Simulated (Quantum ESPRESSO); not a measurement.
# antimonene, 1 layer: a series in biaxial strain, part 2 of 6

Wanted: a table for antimonene, 1 layer against biaxial strain, and what can be fitted to it.

Quantum ESPRESSO 7.5; plane-wave DFT, PBE, GBRV ultrasoft pseudopotentials.

So far. Step 2 (Variable-cell relaxation of the reference):  The last row is no step: it is a fresh SCF in the final cell with a new plane-wave basis, +0 meV from the row before.

## Step 3: Relaxation with pw.x, -4 %

Input file m0.relax.in:

```
&control
  prefix = 'm0.relax'
  outdir = './out'
  pseudo_dir = './pseudo'
  nstep = 40
  forc_conv_thr = 0.0003
  calculation = 'relax'
  tstress = .true.
/
&system
  ibrav = 0
  nat = 2
  ntyp = 1
  ecutwfc = 50
  ecutrho = 250
  occupations = 'smearing'
  smearing = 'fd'
  degauss = 0.002
/
&electrons
  conv_thr = 1e-09
  mixing_beta = 0.4
  electron_maxstep = 120
  mixing_mode = 'plain'
/
&ions
/
ATOMIC_SPECIES
  Sb  121.7600  sb_pbe_v1.4.uspp.F.UPF
CELL_PARAMETERS angstrom
  3.95350294656000 0.00000000000000 0.00000000000000
  -1.97675147328000 3.42383398560000 0.00000000000000
  0.00000000000000 0.00000000000000 16.65000000000000
ATOMIC_POSITIONS crystal
  Sb  0.666666666700 0.333333333300 0.450822177000
  Sb  0.333333333300 0.666666666700 0.549177823000
K_POINTS automatic
  12 12 1 0 0 0
```

Started as:

```bash
$ OMP_NUM_THREADS=1 mpirun -n 4 pw.x -nk 4 -in m0.relax.in > m0.relax.out
```

What it wrote:

```text
[banner, memory and clock lines left out]
Program PWSCF v.7.5 starts
[citation notice left out]

[...]
Message from routine setup:
[...]
bravais-lattice index     =            0
     lattice parameter (alat)  =       7.4710  a.u.
     unit-cell volume          =    1520.9173 (a.u.)^3
     number of atoms/cell      =            2
     number of atomic types    =            1
     number of electrons       =        30.00
     number of Kohn-Sham states=           19
     kinetic-energy cutoff     =      50.0000  Ry
     charge density cutoff     =     250.0000  Ry
     scf convergence threshold =      1.0E-09
     mixing beta               =       0.4000
     number of iterations used =            8  plain     mixing
     energy convergence thresh.=      1.0E-04
     force convergence thresh. =      3.0E-04
     Exchange-correlation=  SLA  PW   PBX  PBC
                           (   1   4   3   4   0   0   0)
     nstep                     =           40

[...]
PseudoPot. # 1 for Sb read from file:
     ./pseudo/sb_pbe_v1.4.uspp.F.UPF
     Pseudo is Ultrasoft + core correction, Zval = 15.0
     Generated by new atomic code, or converted to UPF format
     Using radial grid of  891 points,  6 beta functions with:
                l(1) =   0
                l(2) =   0
                l(3) =   1
                l(4) =   1
                l(5) =   2
                l(6) =   2
     Q(r) pseudized with  8 coefficients,  rinner =    1.350   1.350   1.350
                                                       1.350   1.350

     atomic species   valence    mass     pseudopotential
     Sb               15.00   121.76000     Sb( 1.00)

     12 Sym. Ops., with inversion, found

[...]
number of k points=    19  Fermi-Dirac smearing, width (Ry)=  0.0020
[...]
Dense  grid:   101517 G-vectors     FFT dimensions: (  40,  40, 160)

     Smooth grid:    72729 G-vectors     FFT dimensions: (  36,  36, 144)

     Check: negative core charge=   -0.000004

     Initial potential from superposition of free atoms

     starting charge      28.0000, renormalised to      30.0000

     negative rho (up, down):  2.326E-04 0.000E+00
     Starting wfcs are   18 randomized atomic wfcs +    1 random wfcs

     per-process dynamical memory:    70.7 Mb

     Self-consistent Calculation

     iteration #  1     ecut=    50.00 Ry     beta= 0.40
     Davidson diagonalization with overlap
     ethr =  1.00E-02,  avg # of iterations =  7.6

     negative rho (up, down):  2.630E-07 0.000E+00

     total energy              =    -369.57602896 Ry
     estimated scf accuracy    <       2.24568221 Ry

     iteration #  2     ecut=    50.00 Ry     beta= 0.40
[...]
negative rho (up, down):  1.440E-08 0.000E+00

[...]
total energy              =    -369.86648116 Ry
     estimated scf accuracy    <       0.12056645 Ry

     iteration #  3     ecut=    50.00 Ry     beta= 0.40
[...]
negative rho (up, down):  5.177E-06 0.000E+00

[...]
total energy              =    -369.88616318 Ry
     estimated scf accuracy    <       0.00729464 Ry

     iteration #  4     ecut=    50.00 Ry     beta= 0.40
[...]
negative rho (up, down):  5.776E-05 0.000E+00

[...]
total energy              =    -369.88644274 Ry
     estimated scf accuracy    <       0.00122507 Ry

     iteration #  5     ecut=    50.00 Ry     beta= 0.40
[...]
negative rho (up, down):  4.593E-05 0.000E+00

[...]
total energy              =    -369.88650270 Ry
     estimated scf accuracy    <       0.00001620 Ry

     iteration #  6     ecut=    50.00 Ry     beta= 0.40
[...]
negative rho (up, down):  4.576E-05 0.000E+00

[...]
total energy              =    -369.88650944 Ry
     estimated scf accuracy    <       0.00000265 Ry

     iteration #  7     ecut=    50.00 Ry     beta= 0.40
[...]
negative rho (up, down):  4.706E-05 0.000E+00

[...]
total energy              =    -369.88650973 Ry
     estimated scf accuracy    <       0.00000023 Ry

     iteration #  8     ecut=    50.00 Ry     beta= 0.40
[...]
negative rho (up, down):  4.822E-05 0.000E+00

[...]
total energy              =    -369.88650976 Ry
     estimated scf accuracy    <       0.00000002 Ry

     iteration #  9     ecut=    50.00 Ry     beta= 0.40
[...]
negative rho (up, down):  4.927E-05 0.000E+00

[...]
total energy              =    -369.88650977 Ry
     estimated scf accuracy    <          6.1E-09 Ry

     iteration # 10     ecut=    50.00 Ry     beta= 0.40
[...]
negative rho (up, down):  5.117E-05 0.000E+00

[...]
End of self-consistent calculation

          k = 0.0000 0.0000 0.0000 (  9137 PWs)   bands (ev):

   -29.5981 -29.5981 -29.5030 -29.5030 -29.4625 -29.3676 -29.3676 -29.3286
   -29.2695 -29.2695 -12.7954  -7.4209  -1.8246  -0.6983  -0.6983   1.1871
     2.1772   3.1588   3.2269

          k = 0.0000 0.0962 0.0000 (  9127 PWs)   bands (ev):

   -29.5973 -29.5936 -29.5026 -29.5001 -29.4608 -29.3695 -29.3679 -29.3296
   -29.2749 -29.2697 -12.7115  -7.3954  -1.7772  -1.5204  -0.9035   1.5869
     2.1449   2.3686   3.2495

[...]
the Fermi energy is    -0.2023 ev

!    total energy              =    -369.88650978 Ry
     estimated scf accuracy    <          6.0E-10 Ry
     smearing contrib. (-TS)   =      -0.00000000 Ry
     internal energy E=F+TS    =    -369.88650978 Ry

     The total energy is F=E-TS. E is the sum of the following terms:
     one-electron contribution =    -951.04546887 Ry
     hartree contribution      =     480.84518861 Ry
     xc contribution           =     -88.09980042 Ry
     ewald contribution        =     188.41357090 Ry

     convergence has been achieved in  10 iterations

     negative rho (up, down):  5.117E-05 0.000E+00

     Forces acting on atoms (cartesian axes, Ry/au):

     atom    1 type  1   force =     0.00000000    0.00000000   -0.02424144
     atom    2 type  1   force =     0.00000000    0.00000000    0.02424144

     Total force =     0.034283     Total SCF correction =     0.000246

     Computing stress (Cartesian axis) and pressure

[...]
hartree contribution      =     478.99116167 Ry
     xc contribution           =     -88.08722588 Ry
     ewald contribution        =     186.48533344 Ry

     convergence has been achieved in   6 iterations

     negative rho (up, down):  5.080E-05 0.000E+00

     Forces acting on atoms (cartesian axes, Ry/au):

     atom    1 type  1   force =    -0.00000000   -0.00000000   -0.01381908
     atom    2 type  1   force =     0.00000000    0.00000000    0.01381908

     Total force =     0.019543     Total SCF correction =     0.000082

     Computing stress (Cartesian axis) and pressure

     negative rho (up, down):  5.080E-05 0.000E+00
          total   stress  (Ry/bohr**3)                   (kbar)     P=        9.86
   0.00008765   0.00000000   0.00000000           12.89        0.00        0.00
   0.00000000   0.00008765   0.00000000            0.00       12.89        0.00
   0.00000000   0.00000000   0.00002578            0.00        0.00        3.79

     Energy error            =      9.2E-04 Ry
     Gradient error          =      1.4E-02 Ry/Bohr

     number of scf cycles    =   2
     number of bfgs steps    =   1

     energy             old  =    -369.8865097774 Ry
     energy             new  =    -369.8874288202 Ry

     CASE: energy            _new < energy            _old

     new trust radius        =       0.0266655873 bohr
     new conv_thr            =            9.2E-11 Ry

ATOMIC_POSITIONS (crystal)
Sb               0.6666666667        0.3333333333        0.4492042286
Sb               0.3333333333        0.6666666667        0.5507957714

[...]
NEW-OLD atomic charge density approx. for the potential

     Check: negative core charge=   -0.000004

     negative rho (up, down):  6.988E-05 0.000E+00

     per-process dynamical memory:    76.7 Mb

     Self-consistent Calculation

     iteration #  1     ecut=    50.00 Ry     beta= 0.40
     Davidson diagonalization with overlap
     ethr =  1.00E-06,  avg # of iterations =  6.3

     negative rho (up, down):  5.524E-05 0.000E+00

     total energy              =    -369.88786514 Ry
     estimated scf accuracy    <       0.00003747 Ry

[...]
iteration #  7     ecut=    50.00 Ry     beta= 0.40
[...]
negative rho (up, down):  5.006E-05 0.000E+00

[...]
End of self-consistent calculation

[...]
the Fermi energy is    -0.1127 ev

!    total energy              =    -369.88786811 Ry
     estimated scf accuracy    <          2.9E-11 Ry
     smearing contrib. (-TS)   =      -0.00000000 Ry
     internal energy E=F+TS    =    -369.88786811 Ry

     The total energy is F=E-TS. E is the sum of the following terms:
     one-electron contribution =    -943.11431463 Ry
     hartree contribution      =     476.94180752 Ry
     xc contribution           =     -88.07347604 Ry
     ewald contribution        =     184.35811506 Ry

     convergence has been achieved in   7 iterations

     negative rho (up, down):  5.006E-05 0.000E+00

     Forces acting on atoms (cartesian axes, Ry/au):

     atom    1 type  1   force =     0.00000000    0.00000000   -0.00273643
     atom    2 type  1   force =     0.00000000    0.00000000    0.00273643

     Total force =     0.003870     Total SCF correction =     0.000001

     Computing stress (Cartesian axis) and pressure

     negative rho (up, down):  5.006E-05 0.000E+00
          total   stress  (Ry/bohr**3)                   (kbar)     P=        7.70
   0.00007701   0.00000000   0.00000000           11.33        0.00        0.00
   0.00000000   0.00007701  -0.00000000            0.00       11.33       -0.00
  -0.00000000  -0.00000000   0.00000305           -0.00       -0.00        0.45

     Energy error            =      4.4E-04 Ry
     Gradient error          =      2.7E-03 Ry/Bohr

     number of scf cycles    =   3
     number of bfgs steps    =   2

     energy             old  =    -369.8874288202 Ry
     energy             new  =    -369.8878681062 Ry

     CASE: energy            _new < energy            _old

     new trust radius        =       0.0065840197 bohr
     new conv_thr            =            4.4E-11 Ry

ATOMIC_POSITIONS (crystal)
Sb               0.6666666667        0.3333333333        0.4489949726
Sb               0.3333333333        0.6666666667        0.5510050274

[...]
NEW-OLD atomic charge density approx. for the potential

     Check: negative core charge=   -0.000004

     negative rho (up, down):  5.119E-05 0.000E+00

     per-process dynamical memory:    76.7 Mb

     Self-consistent Calculation

     iteration #  1     ecut=    50.00 Ry     beta= 0.40
     Davidson diagonalization with overlap
     ethr =  1.00E-06,  avg # of iterations =  4.0

     Threshold (ethr) on eigenvalues was too large:
     Diagonalizing with lowered threshold

     Davidson diagonalization with overlap
     ethr =  7.13E-09,  avg # of iterations =  2.6

     negative rho (up, down):  5.016E-05 0.000E+00

     total energy              =    -369.88788637 Ry
     estimated scf accuracy    <       0.00000237 Ry

[...]
iteration #  6     ecut=    50.00 Ry     beta= 0.40
[...]
negative rho (up, down):  4.978E-05 0.000E+00

[...]
End of self-consistent calculation

          k = 0.0000 0.0000 0.0000 (  9137 PWs)   bands (ev):

   -29.5137 -29.5137 -29.4300 -29.4300 -29.3968 -29.3128 -29.3128 -29.2766
   -29.2227 -29.2227 -12.5631  -7.4979  -1.9052  -0.4765  -0.4765   1.3120
     2.2577   3.1380   3.2593

          k = 0.0000 0.0962 0.0000 (  9127 PWs)   bands (ev):

   -29.5130 -29.5098 -29.4297 -29.4274 -29.3952 -29.3144 -29.3131 -29.2776
   -29.2275 -29.2228 -12.4801  -7.4699  -1.8559  -1.2978  -0.6808   1.6830
     2.1986   2.4317   3.2307

[...]
the Fermi energy is    -0.1027 ev

!    total energy              =    -369.88788646 Ry
     estimated scf accuracy    <          6.5E-12 Ry
     smearing contrib. (-TS)   =      -0.00000000 Ry
     internal energy E=F+TS    =    -369.88788646 Ry

     The total energy is F=E-TS. E is the sum of the following terms:
     one-electron contribution =    -942.08409987 Ry
     hartree contribution      =     476.43434499 Ry
     xc contribution           =     -88.07009803 Ry
     ewald contribution        =     183.83196645 Ry

     convergence has been achieved in   6 iterations

     negative rho (up, down):  4.978E-05 0.000E+00

     Forces acting on atoms (cartesian axes, Ry/au):

     atom    1 type  1   force =    -0.00000000   -0.00000000   -0.00006457
     atom    2 type  1   force =     0.00000000    0.00000000    0.00006457

     Total force =     0.000091     Total SCF correction =     0.000004

     Computing stress (Cartesian axis) and pressure

     negative rho (up, down):  4.978E-05 0.000E+00
          total   stress  (Ry/bohr**3)                   (kbar)     P=        7.19
   0.00007454  -0.00000000   0.00000000           10.97       -0.00        0.00
  -0.00000000   0.00007454   0.00000000           -0.00       10.97        0.00
   0.00000000   0.00000000  -0.00000252            0.00        0.00       -0.37

     Energy error            =      1.8E-05 Ry
     Gradient error          =      6.5E-05 Ry/Bohr

     bfgs converged in   4 scf cycles and   3 bfgs steps
     (criteria: energy <  1.0E-04 Ry, force <  3.0E-04 Ry/Bohr)

     End of BFGS Geometry Optimization

     Final energy             =    -369.8878864612 Ry

     File ./out/m0.relax.bfgs deleted, as requested
Begin final coordinates

ATOMIC_POSITIONS (crystal)
Sb               0.6666666667        0.3333333333        0.4489949726
Sb               0.3333333333        0.6666666667        0.5510050274
End final coordinates

[...]
```

Elapsed: 1.7 min, on 4 MPI ranks of Arm Neoverse N1, shared host; peak memory 0.66 GiB; 6.9 min of CPU time.

The steps of the relaxation:

```tsv
step	energy less that of the first step (eV)	largest force (eV/Å)
1	0.0000	0.6233
2	-0.0125	0.3553
3	-0.0185	0.0704
4	-0.0187	0.0017
```

The atoms that moved most (Å):

```tsv
atom	dx	dy	dz	length
Sb1	0.000	0.000	-0.030	0.030
Sb2	0.000	0.000	0.030	0.030
```

Final coordinates:

```cif
data_structure
_symmetry_space_group_name_H-M 'P 1'
_symmetry_Int_Tables_number 1
_cell_length_a 3.9535
_cell_length_b 3.9535
_cell_length_c 16.6500
_cell_angle_alpha 90.000
_cell_angle_beta 90.000
_cell_angle_gamma 120.000
_cell_volume 225.38
loop_
_atom_site_label
_atom_site_type_symbol
_atom_site_fract_x
_atom_site_fract_y
_atom_site_fract_z
_atom_site_occupancy
Sb1 Sb 0.66667 0.33333 0.44899 1
Sb2 Sb 0.33333 0.66667 0.55101 1
```

The relaxation lowers the energy by 9 meV an atom.

Numbers from this step:

```
free energy  : -5032.5811 eV
Fermi energy : -0.1027 eV
```

[end of part 2 of 6]

[Logs are printed without paths, hosts, clocks, repeated set-up lines and the standing remarks that a program may print on its own settings, such as how far it seeks lower states.]

[Hosts, paths, dates, database ids (printed as entryN), source tags and the programs' standing remarks are cut or masked in the printed files.]

[Maps of the electrostatic potential energy from Ansatz leave out the sawtooth potential of an applied field or a dipole correction, so their vacuum need not be flat; planar profiles and work functions include it.]
